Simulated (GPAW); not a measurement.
# Optical response of As

Aim: the dielectric function of As, and the optical constants that follow from it. The cell comes from an older database entry, whose edges can differ from later determinations, mostly by under a per cent.

Main program and level: GPAW 26.7.0; DFT, PBE, plane-wave PAW (GPAW data sets), scalar-relativistic, RPA, optical limit.

Report form: the programs' logs are mostly left out.

The database entry behind the starting cell differs from later determinations by our own check (old inner coordinate), so it need not match the best structure at ambient conditions.

## Step 1: The structure

Symmetry: R-3m, No. 166, trigonal system. The conventional cell has a = 3.762 Å, b = 3.762 Å, c = 10.542 Å, α = 90.00°, β = 90.00°, γ = 120.00°. As has 3 As at 2.51 Å nearest.

## Step 2: Ground state

First the ground state: is it a metal or has it a gap?

This step: DFT, PBE, plane-wave PAW (GPAW data sets), scalar-relativistic, ground state (GPAW 26.7.0).

Contents of gs.py:

```python
from ase import Atoms
from ase.dft.bandgap import bandgap
from gpaw import GPAW, PW, FermiDirac

atoms = Atoms(['As', 'As'],
              cell=[[1.880796898700, 1.085878595700, 3.514061994500],
                    [-1.880796898700, 1.085878595700, 3.514061994500],
                    [0.000000000000, -2.171757191500, 3.514061994500]],
              scaled_positions=[[0.226000000000, 0.226000000000, 0.226000000000],
                                [0.774000000000, 0.774000000000, 0.774000000000]],
              pbc=[True, True, True])
atoms.calc = GPAW(mode=PW(500), xc='PBE', kpts={'size': (7, 7, 7), 'gamma': True},
                  occupations=FermiDirac(0.05), maxiter=150, txt='gs.txt')
print('energy (eV)', atoms.get_potential_energy())
print('Fermi level (eV)', atoms.calc.get_fermi_level())
print('valence electrons', atoms.calc.get_number_of_electrons())
print('gap (eV)', bandgap(atoms.calc, output=None)[0])
print('direct gap (eV)', bandgap(atoms.calc, direct=True, output=None)[0])
atoms.calc.write('gs.gpw')
```

Command:

```
$ OMP_NUM_THREADS=1 python gs.py
```

It took 11 s on 1 thread of Intel Xeon at 2.70GHz, shared host; peak memory 0.15 GiB.

Read-outs, printed or worked out from the files:

| Item | Value |
| --- | --- |
| energy | -9.325 eV |
| Fermi energy | 7.031 eV |
| electrons | 10 |

There are states at the Fermi level within the smearing, so the occupations stay smeared and the carriers get a Drude term.

## Step 3: Bands for the response

The response needs many more empty bands than the density does.

This step: DFT, PBE, plane-wave PAW (GPAW data sets), scalar-relativistic, bands at fixed density (GPAW 26.7.0).

Contents of nscf.py:

```python
from ase.dft.bandgap import bandgap
from gpaw import GPAW, FermiDirac

calc = GPAW('gs.gpw').fixed_density(kpts={'size': (11, 11, 11), 'gamma': True}, nbands=44, convergence={'bands': 38},
                                    occupations=FermiDirac(0.05), txt='nscf.txt')
print('gap (eV)', bandgap(calc, output=None)[0])
print('direct gap (eV)', bandgap(calc, direct=True, output=None)[0])
print('top band over the Fermi level (eV)', min(calc.get_eigenvalues(kpt=k)[37] for k in range(len(calc.get_ibz_k_points()))) - calc.get_fermi_level())
calc.write('full.gpw', mode='all')
```

Command:

```
$ OMP_NUM_THREADS=1 python nscf.py
```

Run time: 3.4 min. Hardware: 1 thread; peak memory 0.28 GiB.

## Step 4: Dielectric function, RPA

Local fields let the induced charge screen the field inside the cell, which as a rule lowers ε, most along directions where the density is uneven.

This step: DFT, PBE, plane-wave PAW (GPAW data sets), scalar-relativistic, RPA, optical limit (GPAW 26.7.0).

Contents of df.py:

```python
from gpaw.response.df import DielectricFunction

df = DielectricFunction('full.gpw', frequencies={'type': 'nonlinear', 'domega0': 0.03, 'omega2': 8},
                        ecut=50,
                        eta=0.15,
                        nbands=38,
                        rate=0.05,
                        txt='df.txt')
for direction in ['x', 'z']:
    df.get_dielectric_function(xc='RPA', direction=direction, filename=f'df_{direction}.csv')
```

Command:

```
$ OMP_NUM_THREADS=1 python df.py
```

It took 31 s on 1 thread; peak memory 0.21 GiB.

The Im ε has structure finer than the step of the table below, so its rows give means over 0.5 eV, whole bins alone (the curve runs from 0.305 to 14.0 eV). Peaks (eV: height): E ∥ x 0.75: 42.6, 1.25: 45.2, 1.56: 44.3, 2.62: 25.9; E ∥ z 1.63: 25.3, 3.06: 32.2.

Sum at mesh points, not converged in k. Table of Im ε by photon energy; means over each step:

| photon energy (eV) | E ∥ x | E ∥ z |
| --- | --- | --- |
| 1.0 | 36.0 | 8.36 |
| 1.5 | 39.8 | 18.2 |
| 2.0 | 28.9 | 14.0 |
| 2.5 | 23.4 | 16.8 |
| 3.0 | 21.5 | 28.0 |
| 3.5 | 18.5 | 22.3 |
| 4.0 | 13.9 | 13.7 |
| 4.5 | 9.10 | 9.94 |
| 5.0 | 8.00 | 7.08 |
| 5.5 | 7.95 | 5.78 |
| 6.0 | 6.21 | 5.06 |
| 6.5 | 3.89 | 3.49 |
| 7.0 | 2.73 | 2.93 |
| 7.5 | 1.98 | 2.33 |
| 8.0 | 1.90 | 2.83 |
| 8.5 | 2.20 | 3.13 |
| 9.0 | 2.29 | 2.91 |
| 9.5 | 1.98 | 2.47 |
| 10.0 | 1.58 | 1.96 |
| 10.5 | 1.29 | 1.90 |
| 11.0 | 1.17 | 1.69 |
| 11.5 | 0.924 | 1.26 |
| 12.0 | 0.920 | 1.28 |
| 12.5 | 0.739 | 1.14 |
| 13.0 | 0.662 | 1.13 |
| 13.5 | 0.571 | 1.10 |

Values under 1 per cm are given as 1; sum at mesh points, not converged in k. Absorption coefficient against photon energy:

| photon energy (eV) | E ∥ x (1/cm) | E ∥ z (1/cm) |
| --- | --- | --- |
| 0.492 | 55000 | 1.1e5 |
| 1.010 | 2.5e5 | 89158 |
| 1.486 | 5.3e5 | 2.6e5 |
| 1.985 | 8.2e5 | 4.1e5 |
| 2.508 | 7.9e5 | 4.5e5 |
| 3.018 | 1.0e6 | 1.0e6 |
| 3.510 | 1.3e6 | 1.4e6 |
| 3.980 | 1.4e6 | 1.3e6 |
| 4.516 | 1.3e6 | 1.3e6 |
| 4.981 | 1.4e6 | 1.3e6 |
| 5.515 | 1.4e6 | 1.3e6 |
| 6.021 | 1.7e6 | 1.4e6 |
| 6.494 | 1.6e6 | 1.3e6 |
| 6.985 | 1.6e6 | 1.3e6 |
| 7.496 | 1.4e6 | 1.1e6 |
| 8.026 | 1.3e6 | 1.1e6 |
| 8.516 | 1.3e6 | 1.3e6 |
| 9.023 | 1.4e6 | 1.4e6 |
| 9.483 | 1.4e6 | 1.4e6 |
| 10.026 | 1.5e6 | 1.4e6 |
| 10.519 | 1.4e6 | 1.4e6 |
| 11.029 | 1.4e6 | 1.5e6 |
| 11.479 | 1.3e6 | 1.4e6 |
| 12.023 | 1.3e6 | 1.3e6 |
| 12.504 | 1.3e6 | 1.2e6 |
| 13.000 | 1.2e6 | 1.3e6 |
| 13.512 | 1.2e6 | 1.3e6 |

Sum at mesh points, not converged in k. Table of reflectivity at normal incidence by photon energy; read off at these points:

| photon energy (eV) | E ∥ x (%) | E ∥ z (%) |
| --- | --- | --- |
| 0.500 | 57.4 | 39.7 |
| 0.683 | 62.1 | 38.0 |
| 0.750 | 61.5 | 37.2 |
| 1.000 | 57.5 | 39.2 |
| 1.250 | 61.9 | 44.6 |
| 1.500 | 60.5 | 50.4 |
| 1.626 | 63.0 | 52.7 |
| 1.750 | 59.6 | 48.6 |
| 2.000 | 61.7 | 42.6 |
| 2.250 | 52.3 | 40.4 |
| 2.500 | 53.4 | 47.0 |
| 2.750 | 57.2 | 50.5 |
| 3.000 | 55.9 | 56.5 |
| 3.250 | 57.0 | 60.0 |
| 3.500 | 58.8 | 61.9 |
| 3.594 | 58.9 | 62.5 |
| 3.750 | 59.7 | 60.8 |
| 4.000 | 60.4 | 58.9 |
| 4.250 | 62.9 | 58.4 |
| 4.290 | 63.0 | 59.0 |
| 4.500 | 57.9 | 57.6 |
| 4.750 | 55.2 | 58.6 |
| 5.000 | 56.5 | 57.3 |
| 5.250 | 51.8 | 54.8 |
| 5.500 | 52.5 | 50.5 |
| 5.750 | 57.9 | 51.3 |
| 6.000 | 62.0 | 54.7 |
| 6.125 | 65.5 | 57.6 |
| 6.177 | 66.0 | 57.6 |
| 6.250 | 65.8 | 56.6 |
| 6.500 | 63.6 | 52.5 |
| 6.750 | 63.6 | 47.4 |
| 7.000 | 66.6 | 53.6 |
| 7.153 | 68.6 | 53.2 |
| 7.250 | 67.3 | 48.9 |
| 7.500 | 60.8 | 38.4 |
| 7.750 | 58.8 | 33.5 |
| 8.000 | 52.5 | 30.8 |
| 8.250 | 46.9 | 31.5 |
| 8.500 | 42.5 | 35.3 |
| 8.750 | 42.8 | 35.3 |
| 9.000 | 45.7 | 38.3 |
| 9.250 | 46.9 | 38.8 |
| 9.500 | 47.6 | 40.4 |
| 9.750 | 49.9 | 41.6 |
| 10.000 | 51.9 | 41.0 |
| 10.250 | 51.8 | 36.3 |
| 10.500 | 51.2 | 38.4 |
| 10.750 | 49.7 | 37.8 |
| 11.000 | 49.6 | 40.2 |
| 11.250 | 52.6 | 42.7 |
| 11.500 | 51.4 | 42.3 |
| 11.750 | 47.1 | 35.1 |
| 12.000 | 45.9 | 35.2 |
| 12.250 | 49.7 | 36.2 |
| 12.500 | 50.0 | 33.4 |
| 12.750 | 48.9 | 31.9 |
| 13.000 | 46.4 | 31.8 |
| 13.250 | 47.0 | 32.7 |
| 13.500 | 46.6 | 29.4 |
| 13.750 | 47.3 | 32.4 |

Sum at mesh points, not converged in k. Loss function −Im 1/ε at q → 0 against energy loss; read off at these points:

| energy loss (eV) | E ∥ x | E ∥ z |
| --- | --- | --- |
| 0.5 | 0.00609 | 0.0914 |
| 1.0 | 0.0143 | 0.0226 |
| 1.5 | 0.0200 | 0.0198 |
| 2.0 | 0.0317 | 0.0513 |
| 2.5 | 0.0406 | 0.0264 |
| 3.0 | 0.0460 | 0.0284 |
| 3.5 | 0.0496 | 0.0401 |
| 4.0 | 0.0567 | 0.0604 |
| 4.5 | 0.0804 | 0.0764 |
| 5.0 | 0.0872 | 0.0908 |
| 5.5 | 0.0979 | 0.128 |
| 6.0 | 0.0796 | 0.115 |
| 6.5 | 0.0967 | 0.164 |
| 7.0 | 0.100 | 0.170 |
| 7.5 | 0.156 | 0.320 |
| 8.0 | 0.234 | 0.325 |
| 8.5 | 0.300 | 0.282 |
| 9.0 | 0.261 | 0.273 |
| 9.5 | 0.272 | 0.289 |
| 10.0 | 0.273 | 0.347 |
| 10.5 | 0.321 | 0.373 |
| 11.0 | 0.360 | 0.382 |
| 11.5 | 0.424 | 0.471 |
| 12.0 | 0.508 | 0.555 |
| 12.5 | 0.537 | 0.667 |
| 13.0 | 0.690 | 0.682 |
| 13.5 | 0.814 | 0.746 |

The Im ε, E ∥ x has structure finer than the step of the table below, so its rows give means over 0.5 eV, whole bins alone (the curve runs from 0.305 to 14.0 eV). Peaks (eV: height): without local fields 0.75: 43.3, 1.21: 47.1, 1.56: 46.7, 2.62: 28.7; with local fields 0.75: 42.6, 1.25: 45.2, 1.56: 44.3, 2.62: 25.9.

Sum at mesh points, not converged in k. Im ε, E ∥ x against photon energy; means over each step:

| photon energy (eV) | without local fields | with local fields |
| --- | --- | --- |
| 1.0 | 37.2 | 36.0 |
| 1.5 | 41.7 | 39.8 |
| 2.0 | 30.7 | 28.9 |
| 2.5 | 25.8 | 23.4 |
| 3.0 | 23.5 | 21.5 |
| 3.5 | 19.4 | 18.5 |
| 4.0 | 14.4 | 13.9 |
| 4.5 | 9.63 | 9.10 |
| 5.0 | 8.68 | 8.00 |
| 5.5 | 8.68 | 7.95 |
| 6.0 | 6.28 | 6.21 |
| 6.5 | 3.94 | 3.89 |
| 7.0 | 2.81 | 2.73 |
| 7.5 | 2.23 | 1.98 |
| 8.0 | 2.34 | 1.90 |
| 8.5 | 2.75 | 2.20 |
| 9.0 | 2.59 | 2.29 |
| 9.5 | 2.15 | 1.98 |
| 10.0 | 1.64 | 1.58 |
| 10.5 | 1.37 | 1.29 |
| 11.0 | 1.22 | 1.17 |
| 11.5 | 0.974 | 0.924 |
| 12.0 | 0.941 | 0.920 |
| 12.5 | 0.744 | 0.739 |
| 13.0 | 0.692 | 0.662 |
| 13.5 | 0.587 | 0.571 |

At chosen wavelengths:

| wavelength (nm) | n x | k x | R (%) x | 1/α x | n z | k z | R (%) z | 1/α z |
| --- | --- | --- | --- | --- | --- | --- | --- | --- |
| 1550 | 6.30 | 3.027 | 59.6 | 41 nm | 3.66 | 1.213 | 36.8 | 102 nm |
| 1064 | 6.56 | 3.238 | 61.2 | 26 nm | 4.63 | 0.977 | 43.3 | 87 nm |
| 800 | 5.57 | 3.946 | 62.1 | 16 nm | 5.21 | 2.174 | 51.9 | 29 nm |
| 633 | 4.12 | 4.075 | 61.5 | 12 nm | 3.65 | 2.102 | 43.9 | 24 nm |
| 532 | 3.59 | 2.987 | 52.1 | 14 nm | 4.29 | 1.405 | 42.7 | 30 nm |
| 405 | 3.14 | 3.425 | 56.5 | 9.4 nm | 4.49 | 3.585 | 58.2 | 9.0 nm |
| 248 | 1.47 | 2.725 | 56.5 | 7.2 nm | 1.34 | 2.657 | 57.3 | 7.4 nm |

In reflection the computed colour is faintly violet: x = 0.310, y = 0.314, luminous reflectivity 49 %.

## Step 5: Outcome

In words: At this level (PBE, RPA) As is a metal. The mesh is too coarse to trust the carriers' weight, the reflectivity or the colour to better than tens of per cent. In reflection the computed colour is faintly violet: x = 0.310, y = 0.314, luminous reflectivity 49 %. The carriers' damping of 0.05 eV is typed, not computed; it shapes the response at the lowest energies. GPAW's carrier term has the form −ωp²/(ω + i·rate)², which damps like twice the rate and fails at low energy, so the curves leave the lowest energies out. The sum runs over mesh points 0.18 Å⁻¹ apart with no interpolation, so peaks are partly noise of the mesh, and the Drude plasma energy, a sum over the Fermi surface, isn't converged.

[Machine, clock and banner lines and Python warnings are left out of the logs.]

[Logs are printed without paths, hosts, clocks, repeated set-up lines and the standing remarks that a program may print on its own settings, such as how far it seeks lower states.]

[Hosts, paths, dates, database ids (printed as entryN), source tags and the programs' standing remarks are cut or masked in the printed files.]
